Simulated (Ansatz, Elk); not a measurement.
**Bonding as seen by X-rays: TaP3**

Structure refinements treat a crystal as free atoms side by side. For a made-up structure of TaP3 (cell and positions from a PBEsol relaxation) the runs below show what the calculated density changes in F(hkl).

Calculated with Elk 11.2.3 (patched build); DFT, PBE, all-electron APW+lo, Dirac cores, scalar-relativistic bands, static density, no spin.

The structure was built from a prototype and need not be the compound's stable phase.

### 1. The starting structure

Symmetry: Pm-3n, No. 223, cubic system. Conventional cell: a = 4.841 Å, b = 4.841 Å, c = 4.841 Å, α = 90.00°, β = 90.00°, γ = 90.00°. Nearest to Ta lie 12 P at 2.71 Å. P has 2 P at 2.42 Å and 4 Ta at 2.71 Å nearest. Farther neighbours are not listed.

### 2. Ground state and structure factors

An all-electron density is needed, since X-rays see the cores too. Task 0 finds the density and task 195 Fourier-transforms it; tshift is off so that phases refer to the origin typed.

elk.in

```
tasks
  0
  195

xctype
  20

spinpol
  .false.

rgkmax
  7.0

gmaxvr
  14.0

lmaxo
  7

lmaxapw
  8

swidth
  0.002

tshift
  .false.

ramdisk
  .false.

hmaxvr
  5.5

maxscl
  120

epspot
  1e-06

sppath
  './'

avec
  9.14781412066 -0.00000000000 -0.00000000000
  -0.00000000000 9.14781412066 0.00000000000
  -0.00000000000 0.00000000000 9.14781412066

atoms
  2
  'Ta.in'
  2
  0.5000000000 0.5000000000 0.5000000000   0.000000 0.000000 0.000000
  -0.0000000000 0.0000000000 0.0000000000   0.000000 0.000000 0.000000
  'P.in'
  6
  0.0000000000 0.5000000000 0.2500000000   0.000000 0.000000 0.000000
  0.0000000000 0.5000000000 0.7500000000   0.000000 0.000000 0.000000
  0.5000000000 0.2500000000 0.0000000000   0.000000 0.000000 0.000000
  0.7500000000 -0.0000000000 0.5000000000   0.000000 0.000000 0.000000
  0.5000000000 0.7500000000 -0.0000000000   0.000000 0.000000 0.000000
  0.2500000000 -0.0000000000 0.5000000000   0.000000 0.000000 0.000000

ngridk
  5 5 5
```

The run is started by

```
> OMP_NUM_THREADS=4 elk
```

Numbers of over 12 decimals in the logs are rounded to 6 here.

The log of the run:

```text
┌─────────────────────────┐
│ Elk code version 11.2.3 │
└─────────────────────────┘

All units are atomic (Hartree, Bohr, etc.)

┌─────────────────────────────────────────────────┐
│ Ground-state run starting from atomic densities │
└─────────────────────────────────────────────────┘

Lattice vectors :
   9.147814121      -0.000000000      -0.000000000
  -0.000000000       9.147814121       0.000000000
  -0.000000000       0.000000000       9.147814121

Reciprocal lattice vectors :
  0.6868510033       0.000000000       0.000000000
   0.000000000      0.6868510033       0.000000000
   0.000000000       0.000000000      0.6868510033

Unit cell volume      :    765.5119843
Brillouin zone volume :   0.3240317833

Muffin-tin inner radius fraction :   0.1000000000E-01

Nuclei treated as point charges

Species : 1 (Ta)
 parameters loaded from : Ta.in
 name : tantalum
 nuclear charge    :   -73.00000000
 electronic charge :    73.00000000
 atomic mass :    329847.8435
 muffin-tin radius :    2.800000000
 number of radial points in muffin-tin :   1393
 inner part over the whole radius :   0.9923388882E-02
 number on inner part of muffin-tin    :    999
 approximate nuclear radius :   0.1005189763E-03
 number of mesh points to nuclear radius :    519
 atomic positions (lattice), magnetic fields (Cartesian) :
  1 :   0.50000000  0.50000000  0.50000000    0.00000000  0.00000000  0.00000000
  2 :   0.00000000  0.00000000  0.00000000    0.00000000  0.00000000  0.00000000

Species : 2 (P)
 parameters loaded from : P.in
 name : phosphorus
 nuclear charge    :   -15.00000000
 electronic charge :    15.00000000
 atomic mass :    56461.71230
 muffin-tin radius :    2.200000000
 number of radial points in muffin-tin :    793
 inner part over the whole radius :   0.9987340520E-02
 number on inner part of muffin-tin    :    554
 approximate nuclear radius :   0.6081821256E-04
 number of mesh points to nuclear radius :    248
 atomic positions (lattice), magnetic fields (Cartesian) :
  1 :   0.00000000  0.50000000  0.25000000    0.00000000  0.00000000  0.00000000
  2 :   0.00000000  0.50000000 -0.25000000    0.00000000  0.00000000  0.00000000
  3 :   0.50000000  0.25000000  0.00000000    0.00000000  0.00000000  0.00000000
  4 :  -0.25000000  0.00000000  0.50000000    0.00000000  0.00000000  0.00000000
  5 :   0.50000000 -0.25000000  0.00000000    0.00000000  0.00000000  0.00000000
  6 :   0.25000000  0.00000000  0.50000000    0.00000000  0.00000000  0.00000000

Total number of atoms per unit cell :    8
Total muffin-tin volume :    451.5180738
 ratio of muffin-tin to unit cell volume :   0.5898249577

Spin treatment :
 spin-unpolarised

Number of Bravais lattice symmetries :   48
Number of crystal symmetries         :   48
Crystal has inversion symmetry
Real symmetric eigensolver will be used

k-point grid :      5     5     5
k-point offset :    0.000000000       0.000000000       0.000000000
k-point set is reduced with full crystal symmetry group
Total number of k-points :       10

Muffin-tin radius times maximum |G+k| :    7.000000000
 using average radius
Maximum |G+k| for APW functions       :    2.978723404
Maximum (1/2)|G+k|²                   :    4.436396560
Maximum |G| for potential and density :    14.00000000
Constant for pseudocharge density :   10
 order of it for each species :   17  17
 order of it for pair densities of each species (exact exchange by exxq0 0: 18) :   14   8
Radial integration step length :    1

G-vector grid sizes :     42    42    42
Number of G-vectors :    35513

Maximum angular momentum used for
 APW functions            :    8
 outer part of muffin-tin :    7
 inner part of muffin-tin :    2

Total nuclear charge    :   -236.0000000
Total core charge       :    152.0000000
Total valence charge    :    84.00000000
Total excess charge     :    0.000000000
Total electronic charge :    236.0000000

Effective Wigner radius, rₛ :   0.9182983288

Number of empty states         :     32
[...]
Madelung                    :     -41473.251192205
 xc potential                :     -1009.5573281492
 exchange                    :     -761.72116824596
 correlation                 :     -12.569548100542
 electron entropic           :    -0.14602626124771E-02
 total energy                :     -33308.252283080

Density of states at Fermi energy :    102.0803449
 (states/Hartree/unit cell)

Estimated indirect band gap :   0.6408058554E-02
 from k-point 5 to k-point 9
Estimated direct band gap   :   0.1046158895E-01
 at k-point 6

Charges :
 core                        :    152.0000000
 valence                     :    84.00000000
 interstitial                :    12.16695178
 muffin-tins (core leakage)
  species : 1 (Ta)
[...]
species : 2 (P)
[...]
total in muffin-tins        :    223.8330482
 total calculated charge     :    235.9985483
 total charge                :    236.0000000
 error                       :   0.1451725550E-02

RMS change in Kohn-Sham potential (target) :   0.4024641436     (  0.1000000000E-05)
Absolute change in total energy (target)   :    1.218904231     (  0.1000000000E-03)

[... loops 3 to 13 left out ...]

┌──────────────────┐
│ Loop number : 14 │
└──────────────────┘

Energies :
 Fermi                       :     0.428554
 sum of occupied eigenvalues :     -20235.659552029
 electron kinetic            :      37144.110507694
 core electron kinetic       :      35913.897405865
 Coulomb                     :     -69674.166768951
 Coulomb potential           :     -56368.377416479
 nuclear-nuclear             :     -3001.4250059299
 electron-nuclear            :     -77033.215108286
 Hartree                     :      10360.473345265
 Madelung                    :     -41489.978060712
 xc potential                :     -1011.3926432438
 exchange                    :     -762.19756504840
 correlation                 :     -12.573068383648
 electron entropic           :    -0.18126623220566E-02
 total energy                :     -33304.828707352

Density of states at Fermi energy :    131.1817695
 (states/Hartree/unit cell)

Estimated indirect band gap :   0.3507512158E-02
 from k-point 6 to k-point 9
Estimated direct band gap   :   0.8865175736E-02
 at k-point 5

Charges :
 core                        :    152.0000000
 valence                     :    84.00000000
 interstitial                :    11.81795483
 muffin-tins (core leakage)
  species : 1 (Ta)
[...]
species : 2 (P)
[...]
total in muffin-tins        :    224.1820452
 total calculated charge     :    235.9986475
 total charge                :    236.0000000
 error                       :   0.1352548736E-02

RMS change in Kohn-Sham potential (target) :   0.1980413422E-06 (  0.1000000000E-05)
Absolute change in total energy (target)   :   0.7018120959E-04 (  0.1000000000E-03)

Convergence targets achieved

┌──────────────────┐
│ Loop number : 15 │
└──────────────────┘

Energies :
 Fermi                       :     0.428554
 sum of occupied eigenvalues :     -20235.659535897
 electron kinetic            :      37144.110507348
 core electron kinetic       :      35913.897403904
 Coulomb                     :     -69674.166773464
 Coulomb potential           :     -56368.377410648
 nuclear-nuclear             :     -3001.4250059299
 electron-nuclear            :     -77033.215122766
 Hartree                     :      10360.473355231
 Madelung                    :     -41489.978068141
 xc potential                :     -1011.3926325975
 exchange                    :     -762.19756519688
 correlation                 :     -12.573068379189
 electron entropic           :    -0.18126624499182E-02
 total energy                :     -33304.828712355

Density of states at Fermi energy :    131.1817819
 (states/Hartree/unit cell)

Estimated indirect band gap :   0.3507507604E-02
 from k-point 6 to k-point 9
Estimated direct band gap   :   0.8865172717E-02
 at k-point 5

Charges :
 core                        :    152.0000000
 valence                     :    84.00000000
 interstitial                :    11.81795440
 muffin-tins (core leakage)
  species : 1 (Ta)
[...]
species : 2 (P)
[...]
atom 4                    :    13.38025559     (  0.3098289838E-03)
   atom 5                    :    13.38025559     (  0.3098289838E-03)
   atom 6                    :    13.38025559     (  0.3098289838E-03)
 total in muffin-tins        :    224.1820456
 total calculated charge     :    235.9986475
 total charge                :    236.0000000
 error                       :   0.1352548617E-02

┌──────────────────────────────┐
│ Self-consistent loop stopped │
└──────────────────────────────┘

Warning : core states of species 2 leak from the muffin-tin :   0.3098289838E-03

Wrote STATE.OUT
```

Run time: 26 s. Hardware: 4 threads of AMD EPYC 7B13 (Zen 3), shared host; peak memory 0.28 GiB.

SFACRHO.OUT:

```text

h k l indices transformed by vhmat matrix:
   1.000000000       0.000000000       0.000000000    
   0.000000000       1.000000000       0.000000000    
   0.000000000       0.000000000       1.000000000    

      h      k      l  multipl.   |H|            Re(F)            Im(F)           |F|

      0      0      0      1   0.0000000       236.00000      0.58349973E-16   236.00000    
      0      0      1      6  0.68685100      0.39838548E-14  0.10536210E-13  0.11264227E-13
      0     -1      1     12  0.97135400       107.36170      0.11392401E-14   107.36170    
     -1     -1     -1      8   1.1896608     -0.31856270E-14 -0.21247226E-13  0.21484711E-13
      0      0     -2      6   1.3737020       142.28605      0.20466288E-13   142.28605    
     -1     -2      0     12   1.5358455       38.855292     -0.14607468E-13   38.855292    
      1      0     -2     12   1.5358455      -38.855292     -0.53118064E-14   38.855292    
     -2      1      1     24   1.6824345       133.95933     -0.42510015E-14   133.95933    
     -2      2      0     12   1.9427080       93.004737     -0.70475445E-14   93.004737    
     -2      1     -2     24   2.0605530       0.0000000     -0.25139381E-13  0.25139381E-13
     -3      0      0      6   2.0605530     -0.28290260E-14 -0.25231081E-13  0.25389187E-13
      0      3     -1     12   2.1720136       89.618989     -0.15578027E-13   89.618989    
      1     -3      0     12   2.1720136       89.618989      0.79677097E-14   89.618989    
      3     -1      1     24   2.2780271      0.10843540E-14  0.18591323E-13  0.18622919E-13
      2      2      2      8   2.3793217       54.710072     -0.25702975E-13   54.710072    
      0      3     -2     12   2.4764765       30.975976      0.32523968E-14   30.975976    
     -3      0      2     12   2.4764765      -30.975976     -0.11951564E-13   30.975976    
     -3      1      2     24   2.5699611       113.88741     -0.53118064E-14   113.88741
```

Elk indexes on the primitive cell of elk.in and gives |H| = 4π sin θ/λ in inverse bohr. Below, one row stands for each form hkl of the conventional cell (m members, Friedel mates merged), F is for one primitive cell and the density is static (no thermal factor). Free-atom factors are Waasmaier and Kirfel's, and R is Σm||F|−|F'||/Σm|F|.

```csv
hkl,m,sin θ/λ (Å⁻¹),"abs F, DFT",neutral atoms,diff.
100,6,0.103,0.000,0.000,+0.000
110,12,0.146,107.362,107.490,-0.128
111,8,0.179,0.000,0.000,+0.000
200,6,0.207,142.286,142.748,-0.462
210,24,0.231,38.855,38.716,+0.139
211,24,0.253,133.959,134.584,-0.625
220,12,0.292,93.005,93.322,-0.317
221,24,0.310,0.000,0.000,+0.000
300,6,0.310,0.000,0.000,+0.000
310,24,0.327,89.619,89.593,+0.026
311,24,0.343,0.000,0.000,+0.000
222,8,0.358,54.710,54.438,+0.272
320,24,0.372,30.976,31.222,-0.246
321,48,0.387,113.887,113.907,-0.020
400,6,0.413,139.858,139.939,-0.081
410,24,0.426,0.014,0.000,+0.014
322,24,0.426,0.000,0.000,+0.000
330,12,0.438,77.954,78.068,-0.115
```

### 3. The highest occupied states alone

An energy window below the Fermi level keeps the highest occupied states, to see at which angles they scatter; shallow core shells can lie inside it and anion s states outside. No new self-consistency is needed.

Edit elk.in of step 2 so:

```diff
@@ -1,3 +1,2 @@
 tasks
-  0
   195
@@ -40,2 +39,5 @@
 
+wsfac
+  -0.012440 0.728550
+
 sppath
```

The run is started by

```
> OMP_NUM_THREADS=4 elk
```

The log of the run:

```text
┌─────────────────────────────────┐
│ Elk code version 11.2.3 started │
└─────────────────────────────────┘

Info(readinput): the functional depends on the density's gradient
 muffin-tin radial points multiplied by    2.00000
 (not where nrmtscf is given)

┌────────────────────┐
│ Current task : 195 │
└────────────────────┘

Info(sfacrho): density structure factors written to SFACRHO.OUT

 Energy window :  -0.1244000000E-01  0.7285500000

┌──────────────────┐
│ Elk code stopped │
└──────────────────┘
```

It took 11 s on 4 threads; peak memory 0.17 GiB.

States within 12 eV below the Fermi level hold 34.86 electrons; any levels below the window count with the cores, and a count that is not whole means the window cuts a band. Their amplitudes can exceed the total, where window and core parts have opposite phase:

```
hkl  sin θ/λ (Å⁻¹)  abs F, window  abs F, all
100          0.103          0.000       0.000
110          0.146          0.617     107.362
111          0.179          0.000       0.000
200          0.207          1.965     142.286
210          0.231          2.117      38.855
211          0.253          0.627     133.959
220          0.292          0.187      93.005
221          0.310          0.000       0.000
300          0.310          0.000       0.000
310          0.327          0.344      89.619
```

### 4. Another functional

The difference from free atoms is small, so it is set against the change that LDA (Perdew-Wang) makes.

Edit elk.in of step 3 so:

```diff
@@ -1,2 +1,3 @@
 tasks
+  0
   195
@@ -4,3 +5,3 @@
 xctype
-  20
+  3
 
@@ -39,5 +40,2 @@
 
-wsfac
-  -0.012440 0.728550
-
 sppath
```

The run is started by

```
> OMP_NUM_THREADS=4 elk
```

The log of the run:

```text
┌─────────────────────────┐
│ Elk code version 11.2.3 │
└─────────────────────────┘

All units are atomic (Hartree, Bohr, etc.)

┌─────────────────────────────────────────────────┐
│ Ground-state run starting from atomic densities │
└─────────────────────────────────────────────────┘

Lattice vectors :
   9.147814121      -0.000000000      -0.000000000
  -0.000000000       9.147814121       0.000000000
  -0.000000000       0.000000000       9.147814121

Reciprocal lattice vectors :
  0.6868510033       0.000000000       0.000000000
[...]
muffin-tins (core leakage)
  species : 1 (Ta)
[...]
species : 2 (P)
[...]
atom 5                    :    13.38147339     (  0.3097565417E-03)
   atom 6                    :    13.38147339     (  0.3097565417E-03)
 total in muffin-tins        :    224.2792105
 total calculated charge     :    235.9986581
 total charge                :    236.0000000
 error                       :   0.1341945575E-02

┌──────────────────────────────┐
│ Self-consistent loop stopped │
└──────────────────────────────┘

Warning : core states of species 2 leak from the muffin-tin :   0.3097565417E-03

Wrote STATE.OUT
[key lines of the parts left out:]
total energy                :     -33279.908446227
```

The job ended after 16 s (4 threads; peak memory 0.2 GiB).

Against the first run R = 0.05 %; the largest change is -0.084 at 440.

### 5. Basis size

A smaller basis shows how fast F responds to it; the change is likely larger than the basis error of the first run, but doesn't show convergence.

Edit elk.in of step 4 so:

```diff
@@ -5,3 +5,3 @@
 xctype
-  3
+  20
 
@@ -11,3 +11,3 @@
 rgkmax
-  7.0
+  5.5
```

The run is started by

```
> OMP_NUM_THREADS=4 elk
```

The log of the run:

```text
┌─────────────────────────┐
│ Elk code version 11.2.3 │
└─────────────────────────┘

All units are atomic (Hartree, Bohr, etc.)

┌─────────────────────────────────────────────────┐
│ Ground-state run starting from atomic densities │
└─────────────────────────────────────────────────┘

Lattice vectors :
   9.147814121      -0.000000000      -0.000000000
  -0.000000000       9.147814121       0.000000000
  -0.000000000       0.000000000       9.147814121

Reciprocal lattice vectors :
  0.6868510033       0.000000000       0.000000000
[...]
muffin-tins (core leakage)
  species : 1 (Ta)
[...]
species : 2 (P)
[...]
atom 5                    :    13.35521536     (  0.3088515547E-03)
   atom 6                    :    13.35521536     (  0.3088515547E-03)
 total in muffin-tins        :    223.9823950
 total calculated charge     :    235.9988877
 total charge                :    236.0000000
 error                       :   0.1112343526E-02

┌──────────────────────────────┐
│ Self-consistent loop stopped │
└──────────────────────────────┘

Warning : core states of species 2 leak from the muffin-tin :   0.3088515547E-03

Wrote STATE.OUT
[key lines of the parts left out:]
total energy                :     -33304.761044814
```

Run time: 26 s. Hardware: 4 threads; peak memory 0.27 GiB; 51 s of CPU time.

Against the first run R = 0.02 %; the largest change is +0.046 at 320.

### 6. Settings against the effect

| run | R against the first run (%) | R against neutral atoms, low angle (%) | wall time |
| --- | --- | --- | --- |
| PBE, rgkmax 7 | 0.00 | 0.36 | 26 s |
| LDA (Perdew-Wang) | 0.05 | 0.36 | 16 s |
| rgkmax 5.5 | 0.02 | 0.34 | 26 s |

### 7. What came out

| Property | Result |
| --- | --- |
| R against neutral atoms, sin θ/λ < 0.3 Å⁻¹ | 0.36 % |
| R against neutral atoms, 0.3 to 0.83 Å⁻¹ | 0.19 % |

What this shows: Independent neutral atoms miss the calculated amplitudes by R = 0.36 % below 0.3 Å⁻¹ and 0.19 % from there to 0.83 Å⁻¹; by shells, 0.12 % below 0.15 Å⁻¹ (1 form), 0.41 % 0.15 to 0.3 (4 forms), 0.13 % 0.3 to 0.45 (8 forms), 0.20 % above 0.45 (42 forms). Bonding, aspherical density and the tables' own atoms all enter these figures, and the runs don't part them. The largest change of an amplitude is -0.62 electrons, at 211. The window's part falls from 34.9 electrons at the origin to at most 0.62 between 0.45 and 0.83 Å⁻¹. Below 0.3 Å⁻¹ the changes that finished (LDA (Perdew-Wang) and rgkmax 5.5) move F by R = 0.03 % at most, against the 0.36 % that separates it from free atoms. The k-mesh has no finished test. Spin-orbit coupling is left out, which can matter for elements this heavy. Part of the difference isn't bonding: the tables are fits to free atoms and ions calculated by other methods than this functional. Thermal motion, anomalous dispersion and extinction are left out.

[Logs are printed without paths, hosts, clocks, repeated set-up lines and the standing remarks that a program may print on its own settings, such as how far it seeks lower states.]

[Hosts, paths, dates, database ids (printed as entryN), source tags and the programs' standing remarks are cut or masked in the printed files.]
